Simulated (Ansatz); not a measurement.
# CsNaLa2S4: complex band structure, part 2 of 3

A new crystal, CsNaLa2S4: structure, gap and complex bands. It is built by putting Cs for part of the Na in the NaLaS2 structure of space group I4_1/amd, with the volume rescaled by atomic radii. The parent structure comes from the Materials Project.

Ansatz 0.2.0; PBE DFT, plane waves, PAW files (the session's first sound run).

So far, gap on path (eV): step 3 (band edges) 1.74.

The structure was built from a prototype and need not be the compound's stable phase.

## Step 4: Complex bands

This step: PBE DFT, plane waves, PAW files; complex bands by layer matching along the plane's normal (Ansatz 0.2.0).

The same crystal is laid in a cell whose first two vectors span the (001) plane (indices of the standard conventional cell, whose axes can be ordered otherwise than in the bulk input). At fixed energy and wavevector in the plane the solver finds all kz, real and complex. A few wavevectors are listed, (0, 0) and (0.5, 0) in units of the plane's reciprocal vectors; the slowest state needn't be among them.

The input, input.yaml:

```yaml
crystal:
  lattice:
    - [6.101451353, 0.0, 0.0]
    - [0.0, 6.101451353, 0.0]
    - [3.050725676, 3.050725676, 6.4517507]
  atoms:
    - { symbol: Na, position: [0.0, 0.0, 0.0] }
    - { symbol: Cs, position: [0.75, 0.25, 0.5] }
    - { symbol: La, position: [0.25, 0.75, 0.5] }
    - { symbol: La, position: [0.5, 0.5, 0.0] }
    - { symbol: S, position: [0.0282756314, 0.5282756314, 0.9434487372] }
    - { symbol: S, position: [0.4717243686, 0.9717243686, 0.0565512628] }
    - { symbol: S, position: [0.2820402159, 0.2820402159, 0.4359195682] }
    - { symbol: S, position: [0.7179597841, 0.7179597841, 0.5640804318] }
kpoints:
  mp_grid: { grid: [4, 4, 4] }
scf:
  occupations: { method: fixed }
hamiltonian:
  xc: pbe
output:
  eigenvalues: true
  transmission:
    leads: [[0, 0]]
    kpoints: [[0.0, 0.0], [0.5, 0.0]]
    e_range: [-1.0, 2.74]
    de: 0.09
```

Command:

```bash
$ ansatz run input.yaml --threads 2 --pin off --max-ram 4096MiB --backend cpu --events-out ev --progress --plain --runs-dir out
```

Numbers of over 12 decimals in the logs are rounded to 6 here.

Log:

```text
[...]
Crystal: 8 atoms, lattice volume = 240.184 Å³
Basis set: ecut = 420 eV, 4701 PW (Γ)
Bands: 40, of which v1, the nominal top of the filled ones, is band 32 counted from 1 (31 counted from 0)
Symmetry: 8 space group operations
[...]
k-points: 13 of 64 (time reversal used)
[...]
SCF iter   1: F=—  HF=-23279.195202 eV  |F-HF|=—  |Δ(HF+E_count)|=         —  Δρ=1.35e-3  dr2=3.59e-3  ethr=1.77e-3  ⟨swp⟩=5.7  Hψ=1952  notcnv=0  defer=49
[...]
SCF iter   7: F=-23279.197168 eV  HF=-23279.197168 eV  |F-HF|=7.21e-9  |Δ(HF+E_count)|=   7.08e-9  Δρ=1.85e-6  dr2=1.57e-8  ethr=1.56e-10  ⟨swp⟩=5.0  Hψ=1497  notcnv=0
SCF 1 converged in 7 iterations: F = -23279.197168 eV  dr2 = 1.57e-8
[...]
transmission: 8 of 16 steps passed
transmission: 16 of 16 steps passed
SCF converged after 7 iterations
Free energy (F): -23279.197168 eV
[...]
Internal energy: -23279.197168 eV  (E = F + TS)
E sigma→0 (E₀):  -23279.197168 eV
Fermi energy:    5.563581 eV
[...]
--- Band table (eV; the first three rows and the last of 13) ---
  k-point 0: bands = [... 28 lower, 4.8835, 4.9790, 5.5636, 5.5636, 7.3064, 8.1545, 8.1545, 8.2673, ... 4 higher]
  k-point 1: bands = [... 28 lower, 4.8624, 4.8624, 5.5596, 5.5596, 7.4242, 8.0373, 8.0373, 8.1969, ... 4 higher]
  k-point 2: bands = [... 28 lower, 4.8414, 4.9011, 5.5550, 5.5550, 7.6210, 7.9023, 7.9023, 8.0063, ... 4 higher]
  k-point 12: bands = [... 28 lower, 4.4028, 4.5988, 4.7322, 4.8479, 8.2257, 8.2495, 8.2514, 8.2712, ... 4 higher]
--- Transmission ---
  basis      : 325 plane waves across, 8 finite elements along
  points     : 2, as listed
  energies   : 42 from -1.000000 to 2.690000 eV about the Fermi level, 0.090000 eV apart; the leads are filled to 0.871414 eV, and channels, transmission and decay are at 0.890000 eV
  crystal 0  : S4La2Na1Cs1, at the sites [0, 0], period 6.4518 Å: whole cells are its period
    offset         : up to 0.0000 Å between an atom of the period and one for which it stands
    channels       : 0.000000e0 a spin
    conductance    : none, the energies end too early or step too widely for 300 K: set another output.transmission.e_range or a lower de, or, where they end at an eighth of basis.ecutwfc, a higher one
    slowest decay  : 0.2528 /Å at (0.0000, 0.0000)
```

Wall time 90 s (2 threads of Arm Neoverse V2, shared host); peak memory 1.1 GiB.

Numbers from this step:

- free energy: -23279.1972 eV
- Fermi energy: 5.564 eV
- level to which the leads are filled: 0.8714 eV from the Fermi level
- decay constant at the filling level, zone centre: 0.2527 Å⁻¹
- decay constant at the filling level, slowest listed point: 0.2528 Å⁻¹

K parallel (0, 0); values up to 1.5 1/Å, a degenerate pair printed once or twice; energies at which all values exceed this have no row. Im kz of the slowest decaying states against energy, zero at the highest filled level on the SCF mesh:

```
energy (eV)  decay 1 (Å⁻¹)  decay 2 (Å⁻¹)  decay 3 (Å⁻¹)  decay 4 (Å⁻¹)
      -1.00          0.160          0.243          0.493          0.514
      -0.82          0.143          0.304          0.398          0.491
      -0.64         0.0505          0.246          0.269          0.339
      -0.46          0.111          0.142          0.289          0.363
      -0.28          0.161          0.186          0.315          0.380
      -0.10          0.191          0.217          0.332          0.392
      -0.01          0.111          0.111          0.202          0.229
       0.08          0.211          0.240          0.344          0.401
       0.26          0.226          0.259          0.352          0.408
       0.44          0.237          0.274          0.356          0.413
       0.62          0.245          0.287          0.358          0.416
       0.80          0.251          0.299          0.357          0.418
       1.07          0.255          0.318          0.349          0.418
       1.25          0.255          0.335          0.417          0.456
       1.43          0.254          0.335          0.370          0.415
       1.61          0.246          0.250          0.335          0.393
       1.79          0.243          0.333          0.353          0.409
       1.97          0.234          0.303          0.330          0.406
       2.15          0.101          0.221          0.230          0.327
       2.33         0.0542          0.106          0.202          0.323
       2.51          0.172          0.320          0.422          0.524
       2.69         0.0700          0.208          0.285          0.600
```

K parallel (0.5, 0); values up to 1.5 1/Å, a degenerate pair printed once or twice; energies at which all values exceed this have no row. Im kz of the slowest decaying states against energy, zero at the highest filled level on the SCF mesh:

```csv
energy (eV),decay 1 (Å⁻¹),decay 2 (Å⁻¹),decay 3 (Å⁻¹),decay 4 (Å⁻¹)
-1.00,0.0599,0.0789,0.423,0.686
-0.82,0.0896,0.196,0.707,0.821
-0.64,0.0897,0.108,0.404,0.717
-0.46,0.168,0.205,0.441,0.722
-0.28,0.204,0.253,0.431,0.723
-0.10,0.230,0.286,0.431,0.689
-0.01,0.240,0.299,0.563,0.638
0.08,0.249,0.311,0.590,0.648
0.26,0.264,0.331,0.550,0.713
0.44,0.276,0.347,0.532,0.706
0.62,0.285,0.360,0.518,0.677
0.80,0.293,0.371,0.503,0.656
1.07,0.302,0.384,0.479,0.627
1.25,0.307,0.391,0.460,0.607
1.43,0.310,0.398,0.438,0.585
1.61,0.313,0.404,0.413,0.560
1.79,0.315,0.383,0.413,0.529
1.97,0.317,0.345,0.435,0.481
2.15,0.295,0.320,0.443,0.639
2.33,0.213,0.326,0.423,0.614
2.51,0.365,0.382,0.575,0.844
2.69,0.220,0.265,0.309,0.518
```

At the listed wavevectors the last open channel is at -0.64 eV and the next at +1.79 eV on the grid, wider than the gap, since narrow bands can fall between grid energies. At +0.89 eV, the grid energy nearest the filling level (the middle of the gap on the SCF mesh), the slowest state at the listed wavevectors decays with κ = 0.253 Å⁻¹, its amplitude falling by e over 4.0 Å. Through 1 nm of this crystal that state's transmission falls by exp(−2 × 0.253 Å⁻¹ × 10 Å) = 0.0064.

## Step 5: Decay over the two-dimensional zone

The listed points could miss the slowest state, so one energy near mid-gap is solved on a mesh of 8×8.

Edit input.yaml of step 4 so:

```diff
@@ -22,6 +22,2 @@
   eigenvalues: true
-  transmission:
-    leads: [[0, 0]]
-    kpoints: [[0.0, 0.0], [0.5, 0.0]]
-    e_range: [-1.0, 2.74]
-    de: 0.09
+  transmission: { leads: [[0, 0]], kmesh: [8, 8], e_range: [0.87, 0.88], de: 0.05 }
```

Log:

```text
[...]
Crystal: 8 atoms, lattice volume = 240.184 Å³
Basis set: ecut = 420 eV, 4701 PW (Γ)
Bands: 40, of which v1, the nominal top of the filled ones, is band 32 counted from 1 (31 counted from 0)
Symmetry: 8 space group operations
[...]
k-points: 13 of 64 (time reversal used)
[...]
SCF iter   1: F=—  HF=-23279.195202 eV  |F-HF|=—  |Δ(HF+E_count)|=         —  Δρ=1.35e-3  dr2=3.59e-3  ethr=1.77e-3  ⟨swp⟩=5.7  Hψ=1952  notcnv=0  defer=49
[...]
SCF iter   7: F=-23279.197168 eV  HF=-23279.197168 eV  |F-HF|=7.21e-9  |Δ(HF+E_count)|=   7.08e-9  Δρ=1.85e-6  dr2=1.57e-8  ethr=1.56e-10  ⟨swp⟩=5.0  Hψ=1497  notcnv=0
SCF 1 converged in 7 iterations: F = -23279.197168 eV  dr2 = 1.57e-8
[...]
transmission: 32 of 200 steps passed
transmission: 64 of 200 steps passed
[...]
transmission: 200 of 200 steps passed
SCF converged after 7 iterations
Free energy (F): -23279.197168 eV
[...]
Internal energy: -23279.197168 eV  (E = F + TS)
E sigma→0 (E₀):  -23279.197168 eV
Fermi energy:    5.563581 eV
[...]
--- Band table (eV; the first three rows and the last of 13) ---
  k-point 0: bands = [... 28 lower, 4.8835, 4.9790, 5.5636, 5.5636, 7.3064, 8.1545, 8.1545, 8.2673, ... 4 higher]
  k-point 1: bands = [... 28 lower, 4.8624, 4.8624, 5.5596, 5.5596, 7.4242, 8.0373, 8.0373, 8.1969, ... 4 higher]
  k-point 2: bands = [... 28 lower, 4.8414, 4.9011, 5.5550, 5.5550, 7.6210, 7.9023, 7.9023, 8.0063, ... 4 higher]
  k-point 12: bands = [... 28 lower, 4.4028, 4.5988, 4.7322, 4.8479, 8.2257, 8.2495, 8.2514, 8.2712, ... 4 higher]
--- Transmission ---
  basis      : 325 plane waves across, 8 finite elements along
  points     : 25, standing for a mesh of 8 x 8
  energies   : 1 from 0.870000 to 0.870000 eV about the Fermi level; the leads are filled to 0.871414 eV, and channels, transmission and decay are at 0.870000 eV
[...]
channels       : 0.000000e0 a spin
    conductance    : none, crystal 0 has no channel at the energies, or these end too early or step too widely for 300 K: set another output.transmission.e_range or a lower de, or, where they end at an eighth of basis.ecutwfc, a higher one
    slowest decay  : 0.2524 /Å at (0.0000, 0.0000)
```

Wall time 2.2 min (2 threads); peak memory 1.4 GiB.

Numbers from this step:

| Item | Value |
| --- | --- |
| least decay constant on the mesh | 0.2524 Å⁻¹ |

Slowest decay constant (1/Å; 0 where a channel is open) over k1 and k2. At 0.8700 eV from the Fermi level.

Ten even steps from '0' (0.252) to '9' (0.304):
```
99987899
99765679
88631368
87510157
88631368
99765679
99987899
99988899
```
Columns: k1 (b1) from -0.5 to 0.375; rows upwards: k2 (b2) from -0.5 to 0.375.

The least value on the mesh is 0.252 Å⁻¹ at +0.87 eV. At that energy the listed points give about 0.252 Å⁻¹ by interpolation, so the mesh holds no clearly slower state.

## Step 6: Band edges at another level

This step: PBEsol DFT, plane waves, PAW files (Ansatz 0.2.0).

The edges again with PBEsol, at the same atoms.

The input, input.yaml:

```yaml
crystal:
  lattice:
    - [-3.0507256764, 3.0507256764, 6.4517506995]
    - [3.0507256764, -3.0507256764, 6.4517506995]
    - [3.0507256764, 3.0507256764, -6.4517506995]
  atoms:
    - { symbol: Na, position: [0.0, 0.0, 0.0] }
    - { symbol: Cs, position: [0.75, 0.25, 0.5] }
    - { symbol: La, position: [0.25, 0.75, 0.5] }
    - { symbol: La, position: [0.5, 0.5, 0.0] }
    - { symbol: S, position: [0.4717243686, 0.9717243686, 0.5] }
    - { symbol: S, position: [0.0282756314, 0.5282756314, 0.5] }
    - { symbol: S, position: [0.7179597841, 0.7179597841, 0.0] }
    - { symbol: S, position: [0.2820402159, 0.2820402159, 0.0] }
kpoints:
  mp_grid: { grid: [6, 6, 6] }
  band_path: { path: [VBM, CBM], npoints: 30 }
scf:
  occupations: { method: fixed }
hamiltonian:
  xc: pbesol
output:
  eigenvalues: true
```

Log:

```text
[...]
Crystal: 8 atoms, lattice volume = 240.184 Å³
Basis set: ecut = 420 eV, 4701 PW (Γ)
Bands: 40, of which v1, the nominal top of the filled ones, is band 32 counted from 1 (31 counted from 0)
Symmetry: 8 space group operations
[...]
k-points: 30 of 216 (time reversal used)
[...]
SCF iter   1: F=—  HF=-22937.328091 eV  |F-HF|=—  |Δ(HF+E_count)|=         —  Δρ=4.31e-3  dr2=8.71e-2  ethr=1.77e-3  ⟨swp⟩=5.9  Hψ=4564  notcnv=0  defer=122
[...]
SCF iter   7: F=-22937.308762 eV  HF=-22937.308762 eV  |F-HF|=7.42e-9  |Δ(HF+E_count)|=   6.95e-7  Δρ=2.77e-6  dr2=3.10e-8  ethr=1.56e-10  ⟨swp⟩=15.0  Hψ=6259  notcnv=0
SCF 1 converged in 7 iterations: F = -22937.308762 eV  dr2 = 3.10e-8
[...]
SCF converged after 7 iterations
Free energy (F): -22937.308762 eV
[...]
Internal energy: -22937.308762 eV  (E = F + TS)
E sigma→0 (E₀):  -22937.308762 eV
Fermi energy:    5.454391 eV
[...]
--- Band table (eV; the first three rows and the last of 30) ---
  k-point 0: bands = [... 28 lower, 4.7841, 4.8788, 5.4544, 5.4544, 7.0897, 8.0262, 8.0262, 8.1353, ... 4 higher]
  k-point 1: bands = [... 28 lower, 4.5170, 4.8393, 5.0194, 5.2328, 7.5430, 8.0179, 8.0627, 8.1446, ... 4 higher]
  k-point 2: bands = [... 28 lower, 4.2403, 4.4703, 4.6724, 4.9011, 8.0478, 8.0672, 8.1131, 8.1421, ... 4 higher]
  k-point 29: bands = [... 28 lower, 4.7389, 4.7986, 5.4440, 5.4440, 7.4126, 7.7398, 7.7398, 7.8349, ... 4 higher]
```

Run time: 48 s. Hardware: 2 threads; peak memory 0.58 GiB.

Numbers from this step:

```yaml
free_energy: -22937.3088 eV
fermi_energy: 5.454 eV
gap_on_the_k_mesh: 1.635 eV
gap_on_path: 1.635 eV, by band count; negative where bands overlap
direct_gap_on_path: 1.635 eV
```

Levels at VBM (eV): -7.11, -7.11, -6.67, -2.03, -1.81, -1.81, -1.68, -1.28, -1.28, -1.16, -0.67, -0.67, -0.58, 0.00, 0.00, 1.64, 2.57, 2.57, 2.68, 2.72, 2.77, 2.78, 2.78.

The searched edges give 1.64 eV, as on the mesh.

Between step 3 and this run (PBEsol) the value for the gap on path moves from 1.74 eV to 1.64 eV.

## Step 7: Complex bands at another level

This step: PBEsol DFT, plane waves, PAW files; complex bands by layer matching along the plane's normal (Ansatz 0.2.0).

The complex bands at that level, over its own gap, at (0, 0) and (0.5, 0).

The input, input.yaml:

```yaml
crystal:
  lattice:
    - [6.101451353, 0.0, 0.0]
    - [0.0, 6.101451353, 0.0]
    - [3.050725676, 3.050725676, 6.4517507]
  atoms:
    - { symbol: Na, position: [0.0, 0.0, 0.0] }
    - { symbol: Cs, position: [0.75, 0.25, 0.5] }
    - { symbol: La, position: [0.25, 0.75, 0.5] }
    - { symbol: La, position: [0.5, 0.5, 0.0] }
    - { symbol: S, position: [0.0282756314, 0.5282756314, 0.9434487372] }
    - { symbol: S, position: [0.4717243686, 0.9717243686, 0.0565512628] }
    - { symbol: S, position: [0.2820402159, 0.2820402159, 0.4359195682] }
    - { symbol: S, position: [0.7179597841, 0.7179597841, 0.5640804318] }
kpoints:
  mp_grid: { grid: [4, 4, 4] }
scf:
  occupations: { method: fixed }
hamiltonian:
  xc: pbesol
output:
  eigenvalues: true
  transmission:
    leads: [[0, 0]]
    kpoints: [[0.0, 0.0], [0.5, 0.0]]
    e_range: [-1.0, 2.64]
    de: 0.09
```

Log:

```text
[...]
Crystal: 8 atoms, lattice volume = 240.184 Å³
Basis set: ecut = 420 eV, 4701 PW (Γ)
Bands: 40, of which v1, the nominal top of the filled ones, is band 32 counted from 1 (31 counted from 0)
Symmetry: 8 space group operations
[...]
k-points: 13 of 64 (time reversal used)
[...]
SCF iter   1: F=—  HF=-22937.326268 eV  |F-HF|=—  |Δ(HF+E_count)|=         —  Δρ=4.28e-3  dr2=8.60e-2  ethr=1.77e-3  ⟨swp⟩=5.8  Hψ=1920  notcnv=0  defer=47
[...]
SCF iter   7: F=-22937.306556 eV  HF=-22937.306556 eV  |F-HF|=8.54e-9  |Δ(HF+E_count)|=   6.22e-7  Δρ=2.80e-6  dr2=3.16e-8  ethr=1.56e-10  ⟨swp⟩=14.4  Hψ=2719  notcnv=0
SCF 1 converged in 7 iterations: F = -22937.306556 eV  dr2 = 3.16e-8
[...]
transmission: 8 of 16 steps passed
transmission: 16 of 16 steps passed
SCF converged after 7 iterations
Free energy (F): -22937.306556 eV
[...]
Internal energy: -22937.306556 eV  (E = F + TS)
E sigma→0 (E₀):  -22937.306556 eV
Fermi energy:    5.454585 eV
[...]
--- Band table (eV; the first three rows and the last of 13) ---
  k-point 0: bands = [... 28 lower, 4.7846, 4.8791, 5.4546, 5.4546, 7.0896, 8.0265, 8.0265, 8.1357, ... 4 higher]
  k-point 1: bands = [... 28 lower, 4.7619, 4.7619, 5.4498, 5.4498, 7.2104, 7.8911, 7.8911, 8.0620, ... 4 higher]
  k-point 2: bands = [... 28 lower, 4.7394, 4.7990, 5.4442, 5.4442, 7.4125, 7.7400, 7.7400, 7.8349, ... 4 higher]
  k-point 12: bands = [... 28 lower, 4.2783, 4.4847, 4.6205, 4.7483, 8.1094, 8.1222, 8.1387, 8.1641, ... 4 higher]
--- Transmission ---
  basis      : 325 plane waves across, 8 finite elements along
  points     : 2, as listed
[...]
channels       : 0.000000e0 a spin
[...]
slowest decay  : 0.2435 /Å at (0.0000, 0.0000)
```

Elapsed: 86 s, on 2 threads; peak memory 1.1 GiB; 2.5 min of CPU time.

Numbers from this step:

* free energy: -22937.3066 eV
* Fermi energy: 5.455 eV
* level to which the leads are filled: 0.8175 eV from the Fermi level
* decay constant at the filling level, zone centre: 0.2435 Å⁻¹
* decay constant at the filling level, slowest listed point: 0.2435 Å⁻¹

K parallel (0, 0); values up to 1.5 1/Å, a degenerate pair printed once or twice; energies at which all values exceed this have no row. The Im kz of the slowest decaying states by energy, zero at the highest filled level on the SCF mesh:

```
energy (eV)  decay 1 (Å⁻¹)  decay 2 (Å⁻¹)  decay 3 (Å⁻¹)  decay 4 (Å⁻¹)
      -1.00          0.154          0.247          0.495          0.509
      -0.82          0.145          0.306          0.401          0.483
      -0.64         0.0415          0.231          0.244          0.340
      -0.46          0.105          0.138          0.286          0.363
      -0.28          0.155          0.182          0.312          0.379
      -0.10          0.185          0.213          0.329          0.391
      -0.01          0.196          0.225          0.335          0.396
       0.08          0.205          0.236          0.340          0.400
       0.26          0.220          0.254          0.348          0.407
       0.44          0.231          0.270          0.352          0.411
       0.62          0.238          0.283          0.354          0.414
       0.80          0.244          0.295          0.353          0.416
       0.98          0.246          0.307          0.348          0.416
       1.16          0.247          0.324          0.336          0.415
       1.34          0.246          0.331          0.356          0.414
       1.52          0.227          0.242          0.330          0.394
       1.70          0.236          0.328          0.355          0.408
       1.88          0.226          0.307          0.326          0.405
       2.06          0.104          0.213          0.240          0.322
       2.24          0.111          0.116          0.195          0.318
       2.42          0.167          0.313          0.405          0.503
       2.60          0.104          0.114          0.307          0.460
```

K parallel (0.5, 0); values up to 1.5 1/Å, a degenerate pair printed once or twice; energies at which all values exceed this have no row. The Im kz of the slowest decaying states by energy, zero at the highest filled level on the SCF mesh:

```csv
energy (eV),decay 1 (Å⁻¹),decay 2 (Å⁻¹),decay 3 (Å⁻¹),decay 4 (Å⁻¹)
-1.00,0.0508,0.0745,0.416,0.685
-0.82,0.0889,0.213,0.704,0.815
-0.64,0.0832,0.101,0.392,0.713
-0.46,0.164,0.200,0.430,0.718
-0.28,0.201,0.247,0.417,0.718
-0.10,0.226,0.280,0.433,0.680
-0.01,0.236,0.293,0.560,0.627
0.08,0.245,0.305,0.578,0.645
0.26,0.260,0.325,0.538,0.707
0.44,0.272,0.340,0.520,0.700
0.62,0.281,0.353,0.505,0.692
0.80,0.289,0.363,0.490,0.661
0.98,0.295,0.372,0.473,0.639
1.16,0.300,0.379,0.454,0.618
1.34,0.304,0.385,0.433,0.597
1.52,0.307,0.390,0.408,0.573
1.70,0.309,0.378,0.396,0.545
1.88,0.311,0.342,0.406,0.510
2.06,0.294,0.312,0.443,0.635
2.24,0.222,0.315,0.424,0.614
2.42,0.326,0.396,0.583,0.888
2.60,0.272,0.481,0.529,0.768
```

At the listed wavevectors the last open channel is at -0.01 eV and the next at +1.70 eV on the grid. At +0.80 eV, the grid energy nearest the filling level (the middle of the gap on the SCF mesh), the slowest state at the listed wavevectors decays with κ = 0.243 Å⁻¹, its amplitude falling by e over 4.1 Å; the first such run, plane (001), gave 0.253 Å⁻¹.

(Continued in part 3 of 3.)

[Logs are printed without paths, hosts, clocks, repeated set-up lines and the standing remarks that a program may print on its own settings, such as how far it seeks lower states.]

[Hosts, paths, dates, database ids (printed as entryN), source tags and the programs' standing remarks are cut or masked in the printed files.]
